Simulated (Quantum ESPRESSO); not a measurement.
# C (Diamond): phonon frequency against volume, with a fit

Aim: the Grüneisen parameter and the pressure coefficient of an optical mode of C (Diamond).

Method: DFT LDA, scalar-relativistic, plane waves, PseudoDojo norm-conserving pseudopotentials, in Quantum ESPRESSO 7.5.

**1. The relaxed structure**

Symmetry: Fd-3m, No. 227, cubic system. The conventional cell has a = 3.537 Å, b = 3.537 Å, c = 3.537 Å, α = 90.00°, β = 90.00°, γ = 90.00°. C has 4 C at 1.53 Å nearest.

This is the cell after its relaxation at this level of theory, not the database cell from which that began.

**2. Runs at several volumes**

The relaxed cell is scaled uniformly; in this structure symmetry fixes all atoms, so nothing has to be relaxed anew. Each volume gets a ground state and a response at Γ. Cutoff 90 Ry, k mesh 12×12×12.

From the response at V/V₀ = 0.94:

The log of the run:

```text
[banners, grids, parts of the stress and lines that vanish by symmetry left out]
Program PHONON v.7.5
     Reading xml data from directory:

[...]
Exchange-correlation= PW
                           (   1   4   0   0   0   0   0)
[...]
kinetic-energy cut-off    =      90.0000  Ry
     charge density cut-off    =     360.0000  Ry
     convergence threshold     =      1.0E-18
[...]
Exchange-correlation= PW
                           (   1   4   0   0   0   0   0)
[...]
q = (   0.0000000   0.0000000   0.0000000 )
     49 Sym.Ops. (with q -> -q+G )
     G cutoff =  195.5172  (   7991 G-vectors)     FFT grid: ( 32, 32, 32)
     number of k points=    72
[...]
Mode symmetry, O_h (m-3m)  point group:
[...]
Dielectric constant
[...]
End of electric fields calculation
          Dielectric constant in cartesian axis
          (       5.625005540      -0.000000000       0.000000000 )
          (      -0.000000000       5.625005540       0.000000000 )
          (       0.000000000      -0.000000000       5.625005540 )
          Effective charges (d Force / dE) in cartesian axis without acoustic sum rule applied (asr)
           atom    1  C     Mean Z*:       -0.00019
      Ex  (       -0.00019        0.00000       -0.00000 )
      Ey  (       -0.00000       -0.00019        0.00000 )
      Ez  (       -0.00000        0.00000       -0.00019 )
           atom    2  C     Mean Z*:       -0.00019
      Ex  (       -0.00019       -0.00000       -0.00000 )
      Ey  (        0.00000       -0.00019        0.00000 )
      Ez  (       -0.00000        0.00000       -0.00019 )
          Effective charges Sum: Mean:       -0.00037
[...]
Effective charges (d Force / dE) in cartesian axis with asr applied:
           atom    1  C     Mean Z*:       -0.00000
[...]
atom    2  C     Mean Z*:        0.00000
[...]
Representation #   1 modes #   1   2   3
[...]
End of self-consistent calculation
     Convergence has been achieved
     Representation #   2 modes #   4   5   6
[...]
End of self-consistent calculation
     Convergence has been achieved
[...]
Dielectric constant in cartesian axis
          (       5.625005540      -0.000000000       0.000000000 )
          (      -0.000000000       5.625005540       0.000000000 )
          (       0.000000000      -0.000000000       5.625005540 )
          Effective charges (d Force / dE) in cartesian axis without acoustic sum rule applied (asr)
           atom    1  C     Mean Z*:       -0.00019
      Ex  (       -0.00019        0.00000       -0.00000 )
      Ey  (       -0.00000       -0.00019        0.00000 )
      Ez  (       -0.00000        0.00000       -0.00019 )
           atom    2  C     Mean Z*:       -0.00019
      Ex  (       -0.00019       -0.00000       -0.00000 )
      Ey  (        0.00000       -0.00019        0.00000 )
      Ez  (       -0.00000        0.00000       -0.00019 )
          Effective charges Sum: Mean:       -0.00037
[...]
Effective charges (d Force / dE) in cartesian axis with asr applied:
           atom    1  C     Mean Z*:       -0.00000
[...]
atom    2  C     Mean Z*:        0.00000
[...]
q = (    0.000000000   0.000000000   0.000000000 )
[...]
freq (    1) =       0.014241 [THz] =       0.475018 [cm-1]
     freq (    2) =       0.014241 [THz] =       0.475018 [cm-1]
     freq (    3) =       0.014241 [THz] =       0.475018 [cm-1]
     freq (    4) =      42.162702 [THz] =    1406.396344 [cm-1]
     freq (    5) =      42.162702 [THz] =    1406.396344 [cm-1]
     freq (    6) =      42.162702 [THz] =    1406.396344 [cm-1]
[...]
Mode symmetry, O_h (m-3m)  point group:
     freq (   1-   3) =          0.5  [cm-1]   --> T_1u G_15  G_4- I
     freq (   4-   6) =       1406.4  [cm-1]   --> T_2g G_25' G_5+ R

   JOB DONE.
```

One volume, V/V₀ = 1.03, is held back as a test.

| V/V₀ | volume (Å³/atom) | pressure (GPa) | ω (cm⁻¹) |
| --- | --- | --- | --- |
| 0.94 | 5.201 | 32.18 | 1406.40 |
| 0.97 | 5.367 | 14.96 | 1362.88 |
| 1 | 5.533 | -0.02 | 1321.78 |
| 1.03 | 5.699 | -13.04 | held back |
| 1.06 | 5.865 | -24.38 | 1246.12 |

**3. The fit**

The mode Grüneisen parameter is γ = −d ln ω / d ln V.

| ln(V/V₀) | ln ω |
| --- | --- |
| -0.0619 | 7.2488 |
| -0.0305 | 7.2174 |
| 0.0000 | 7.1867 |
| 0.0583 | 7.1278 |

A straight line through these points has the slope -1.007, so γ = 1.01; at V/V₀ = 1.03 it predicts ω = exp(7.1866 − 0.0298) = 1282.81 cm⁻¹.

A parabola of pressure against ln V through V/V₀ = 0.97, 1 and 1.03 gives the bulk modulus B = −dP/d ln V = 466 GPa at V₀. With ω₀ from the fitted line the pressure coefficient follows as dω/dP = γ ω₀ / B = 1.01 × 1321.6 / 466 = 2.86 cm⁻¹/GPa.

**4. The run that was held back**

The log of the run:

```text
[banners, grids, parts of the stress and lines that vanish by symmetry left out]
[banner, memory and clock lines left out]
Program PHONON v.7.5

[...]
Exchange-correlation= PW
                           (   1   4   0   0   0   0   0)
[...]
kinetic-energy cut-off    =      90.0000  Ry
     charge density cut-off    =     360.0000  Ry
     convergence threshold     =      1.0E-18
[...]
Exchange-correlation= PW
                           (   1   4   0   0   0   0   0)
[...]
q = (   0.0000000   0.0000000   0.0000000 )
     49 Sym.Ops. (with q -> -q+G )
     G cutoff =  207.8059  (   8801 G-vectors)     FFT grid: ( 32, 32, 32)
     number of k points=    72
[...]
Mode symmetry, O_h (m-3m)  point group:
[...]
Dielectric constant
[...]
End of electric fields calculation
          Dielectric constant in cartesian axis
          (       5.750119283      -0.000000000      -0.000000000 )
          (      -0.000000000       5.750119283       0.000000000 )
          (      -0.000000000       0.000000000       5.750119283 )
          Effective charges (d Force / dE) in cartesian axis without acoustic sum rule applied (asr)
           atom    1  C     Mean Z*:       -0.00019
      Ex  (       -0.00019       -0.00000       -0.00000 )
      Ey  (       -0.00000       -0.00019        0.00000 )
      Ez  (       -0.00000        0.00000       -0.00019 )
           atom    2  C     Mean Z*:       -0.00019
      Ex  (       -0.00019       -0.00000       -0.00000 )
      Ey  (       -0.00000       -0.00019        0.00000 )
      Ez  (       -0.00000        0.00000       -0.00019 )
[...]
Representation #   1 modes #   1   2   3
[...]
End of self-consistent calculation
     Convergence has been achieved
     Representation #   2 modes #   4   5   6
[...]
End of self-consistent calculation
     Convergence has been achieved
[...]
Dielectric constant in cartesian axis
          (       5.750119283      -0.000000000      -0.000000000 )
          (      -0.000000000       5.750119283       0.000000000 )
          (      -0.000000000       0.000000000       5.750119283 )
          Effective charges (d Force / dE) in cartesian axis without acoustic sum rule applied (asr)
           atom    1  C     Mean Z*:       -0.00019
      Ex  (       -0.00019       -0.00000       -0.00000 )
      Ey  (       -0.00000       -0.00019        0.00000 )
      Ez  (       -0.00000        0.00000       -0.00019 )
           atom    2  C     Mean Z*:       -0.00019
      Ex  (       -0.00019       -0.00000       -0.00000 )
      Ey  (       -0.00000       -0.00019        0.00000 )
      Ez  (       -0.00000        0.00000       -0.00019 )
          Effective charges Sum: Mean:       -0.00038
[...]
Effective charges (d Force / dE) in cartesian axis with asr applied:
           atom    1  C     Mean Z*:        0.00000
[...]
atom    2  C     Mean Z*:        0.00000
[...]
q = (    0.000000000   0.000000000   0.000000000 )
[...]
freq (    1) =      -0.032936 [THz] =      -1.098626 [cm-1]
     freq (    2) =      -0.032936 [THz] =      -1.098626 [cm-1]
     freq (    3) =      -0.032936 [THz] =      -1.098626 [cm-1]
     freq (    4) =      38.460958 [THz] =    1282.919480 [cm-1]
     freq (    5) =      38.460958 [THz] =    1282.919480 [cm-1]
     freq (    6) =      38.460958 [THz] =    1282.919480 [cm-1]
[...]
Mode symmetry, O_h (m-3m)  point group:
     freq (   1-   3) =         -1.1  [cm-1]   --> T_1u G_15  G_4- I
     freq (   4-   6) =       1282.9  [cm-1]   --> T_2g G_25' G_5+ R
```

It gives 1282.92 cm⁻¹ against the predicted 1282.81 cm⁻¹, a miss of 0.1 cm⁻¹.

**5. Summary of results**

```json
{
  "mode Grüneisen parameter": "1.007",
  "bulk modulus": "466 GPa",
  "pressure coefficient": "2.86 cm⁻¹/GPa"
}
```

The highest optical mode of C (Diamond) stiffens by 2.86 cm⁻¹ a GPa near the relaxed volume, with γ = 1.01. The power law meets all 5 runs within 0.02 %. Such a coefficient turns a measured shift of this mode into a hydrostatic stress; uniaxial or biaxial stress splits the mode and needs deformation potentials. These are harmonic values at zero temperature for the structure held cubic, which a run at Γ can't show to be stable; the bulk modulus rests on three points.

[Host names and launcher messages were left out of these logs when they were recorded.]

[Logs are printed without paths, hosts, clocks, repeated set-up lines and the standing remarks that a program may print on its own settings, such as how far it seeks lower states.]

[Hosts, paths, dates, database ids (printed as entryN), source tags and the programs' standing remarks are cut or masked in the printed files.]
